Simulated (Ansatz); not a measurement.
# Work function of Li(111): what the settings cost and change, part 2 of 2

How far do functional and pseudopotentials move the work function of Li(111), and at what cost?

Ansatz 0.2.0; plane-wave DFT, PBE, Ansatz PAW (the session's first sound run).

So far, work function, upper face (eV): step 2 (run, setting PBE, Ansatz PAW (420 eV)) 2.89; step 5 (RPBE) 2.84; step 6 (r2SCAN) 2.86; step 7 (PBE JTH) 2.89; step 8 (PBE norm-conserving) 2.89.

### 9. Slab

This step: plane-wave DFT, LDA, norm-conserving (Ansatz 0.2.0).

Input file input.yaml:

```yaml
crystal:
  lattice:
    - [4.9356053327, 0.0, 0.0]
    - [2.4678026663, 4.2743596012, 0.0]
    - [0.0, 0.0, 28.0747621974]
  atoms:
    - { symbol: Li, position: [0.6666666667, 0.6666666667, 0.3205726174] }
    - { symbol: Li, position: [0.0, 0.0, 0.3564580939] }
    - { symbol: Li, position: [0.3333333333, 0.3333333333, 0.3923435704] }
    - { symbol: Li, position: [0.6666666667, 0.6666666667, 0.428229047] }
    - { symbol: Li, position: [0.0, 0.0, 0.4641145235] }
    - { symbol: Li, position: [0.3333333333, 0.3333333333, 0.5] }
    - { symbol: Li, position: [0.6666666667, 0.6666666667, 0.5358854765] }
    - { symbol: Li, position: [0.0, 0.0, 0.571770953] }
    - { symbol: Li, position: [0.3333333333, 0.3333333333, 0.6076564296] }
    - { symbol: Li, position: [0.6666666667, 0.6666666667, 0.6435419061] }
    - { symbol: Li, position: [0.0, 0.0, 0.6794273826] }
kpoints:
  mp_grid: { grid: [10, 10, 1] }
hamiltonian:
  xc: lda
  pseudopotentials: { kind: nc }
scf:
  occupations: { method: fermi_dirac, width: 0.1 }
  convergence: { dr2_threshold: 1.0e-09 }
efield:
  axis: 3
  dipole_correction: true
  ramp_position: 0.97
  ramp_width: 0.06
output:
  write_potential: true
  write_density: true
  volumetric_format: npy
```

Started as:

```bash
$ ansatz run input.yaml --threads 2 --pin off --max-ram 3072MiB --backend cpu --events-out ev --progress --plain --runs-dir out
```

Numbers of over 12 decimals in the logs are rounded to 6 here.

Log:

```text
[...]
Crystal: 11 atoms, lattice volume = 592.281 Å³
Basis set: ecut = 1006.821291 eV, 42967 PW (Γ)
Bands: 28, of which v1, the nominal top of the filled ones, is band 17 counted from 1 (16 counted from 0)
Symmetry: 6 space group operations
k-points: 14 of 100 (time reversal used)
[...]
k-point 1: bands = [... 13 lower, -3.3631, -2.3652, -1.3580, -0.3082, 0.1176, 0.2954, 0.6153, 0.8578, ... 7 higher]
  k-point 2: bands = [... 13 lower, -3.1758, -2.1757, -1.1822, -0.8285, -0.3974, -0.2656, -0.0909, 0.3257, ... 7 higher]
  k-point 13: bands = [... 13 lower, -2.4877, -2.4627, -2.0278, -1.9254, -1.7410, -1.2053, -1.1065, -0.7983, ... 7 higher]
[key lines of the parts left out:]
SCF converged after 10 iterations
Free energy (F): -2128.423854 eV
Fermi energy:    -1.423901 eV
Dipole field:    D = -0.000001 V/Å  (p = -0.000002 e·Å, saw-weighted, corrected)
Work function:   Φ+ = 2.9685 eV   Φ− = 2.9685 eV
```

Run time: 2.3 min. Hardware: 2 threads of Arm Neoverse N1, shared host; peak memory 1.7 GiB.

The work function is 2.969 eV, +0.082 eV from the run “PBE, Ansatz PAW (420 eV)”, at 4.5 times its CPU time.

### 10. Run, setting PBE, all layers relaxed

This step: plane-wave DFT, PBE, Ansatz PAW (Ansatz 0.2.0).

input.yaml: that of step 9 with these lines changed.

```diff
@@ -20,4 +20,3 @@
 hamiltonian:
-  xc: lda
-  pseudopotentials: { kind: nc }
+  xc: pbe
 scf:
@@ -30,2 +29,5 @@
   ramp_width: 0.06
+relax:
+  f_tol: 0.01
+  max_steps: 40
 output:
```

Log:

```text
[...]
Crystal: 11 atoms, lattice volume = 592.281 Å³
Basis set: ecut = 420 eV, 11595 PW (Γ), exchange–correlation on 72×72×384 points (8 copies of the dense FFT grid, shifted against one another)
Bands: 28, of which v1, the nominal top of the filled ones, is band 17 counted from 1 (16 counted from 0)
Symmetry: 6 space group operations
[...]
- { symbol: Li, position: [0, 8.377004056948614e-19, 0.468094] }
    - { symbol: Li, position: [0.333333, 0.333333, 0.500000] }
    - { symbol: Li, position: [0.666667, 0.666667, 0.531906] }
    - { symbol: Li, position: [0, 2.360844498883135e-19, 0.572892] }
    - { symbol: Li, position: [0.333333, 0.333333, 0.608654] }
    - { symbol: Li, position: [0.666667, 0.666667, 0.633594] }
    - { symbol: Li, position: [0, -7.447731150538385e-19, 0.675889] }
[key lines of the parts left out:]
SCF converged after 6 iterations
Free energy (F): -2250.254002 eV
Fermi energy:    -1.263686 eV
Dipole field:    D = -0.000000 V/Å  (p = -0.000000 e·Å, saw-weighted, corrected)
Work function:   Φ+ = 2.7804 eV   Φ− = 2.7804 eV
```

Run time: 76 s. Hardware: 2 threads; peak memory 0.65 GiB; 2 min of CPU time.

The relaxation took 4 steps and lowered the energy by 0.064 eV; the largest force on the free atoms ends at 0.0052 eV/Å.

The work function is 2.780 eV, -0.106 eV from the run “PBE, Ansatz PAW (420 eV)”, at 2.2 times its CPU time.

### 11. Side by side

Times are for 2 threads of Arm Neoverse N1, shared host. The runs compared:

```tsv
no.	setting	work function, upper face (eV)	time	memory (GiB)
1	PBE, Ansatz PAW (420 eV)	2.887	33 s	0.71
2	LDA, Ansatz PAW (420 eV)	2.969	32 s	0.69
3	PBEsol, Ansatz PAW (420 eV)	2.908	35 s	0.7
4	RPBE, Ansatz PAW (420 eV)	2.844	34 s	0.71
5	r2SCAN, Ansatz PAW (500 eV)	2.861	82 s	0.91
6	PBE, JTH PAW (1170 eV)	2.887	3.3 min	2.3
7	PBE, norm-conserving (1034 eV)	2.886	2.5 min	1.8
8	LDA, norm-conserving (1007 eV)	2.969	2.3 min	1.7
9	PBE, all layers relaxed	2.780	76 s	0.65
```

### 12. A changed input

An input spoilt on purpose, to show how the run answers: it repeats the earlier run “PBE, Ansatz PAW (420 eV)” with efield.axis from 3 to 0, and scf.max_iter set to 50; its output block differs too.

input.yaml: that of step 10 with these lines changed.

```diff
@@ -24,4 +24,5 @@
   convergence: { dr2_threshold: 1.0e-09 }
+  max_iter: 50
 efield:
-  axis: 3
+  axis: 0
   dipole_correction: true
@@ -29,5 +30,2 @@
   ramp_width: 0.06
-relax:
-  f_tol: 0.01
-  max_steps: 40
 output:
```

Log:

```text
Error: invalid value for `efield.axis`: must be in [1, 3]; got 0
```

The job ended after 0.03 s (2 threads; peak memory 0.16 GiB).

The program refused the input before any cycle.

The program's message: “Error: invalid value for `efield.axis`: must be in [1, 3]; got 0”

The fault put into the input: an axis of 0, outside the range 1 to 3.

### 13. Summary of results

* work function, PBE, Ansatz PAW (420 eV): 2.887 eV
* work function, LDA, Ansatz PAW (420 eV): 2.969 eV
* work function, r2SCAN, Ansatz PAW (500 eV): 2.861 eV
* work function, PBE, all layers relaxed: 2.780 eV

PBE on the default files gives 2.89 eV, and the settings tried spread the value from 2.78 to 2.97 eV. At one geometry LDA lies 0.08 eV above PBE. The choice of pseudopotentials moves the PBE value by 0.001 eV. Relaxing the layers changes it by -0.106 eV. The ladder's slabs use the tabulated experimental lattice constant (two decimals; a low-temperature value for the alkali metals).

[Logs are printed without paths, hosts, clocks, repeated set-up lines and the standing remarks that a program may print on its own settings, such as how far it seeks lower states.]

[Hosts, paths, dates, database ids (printed as entryN), source tags and the programs' standing remarks are cut or masked in the printed files.]

[Maps of the electrostatic potential energy from Ansatz leave out the sawtooth potential of an applied field or a dipole correction, so their vacuum need not be flat; planar profiles and work functions include it.]
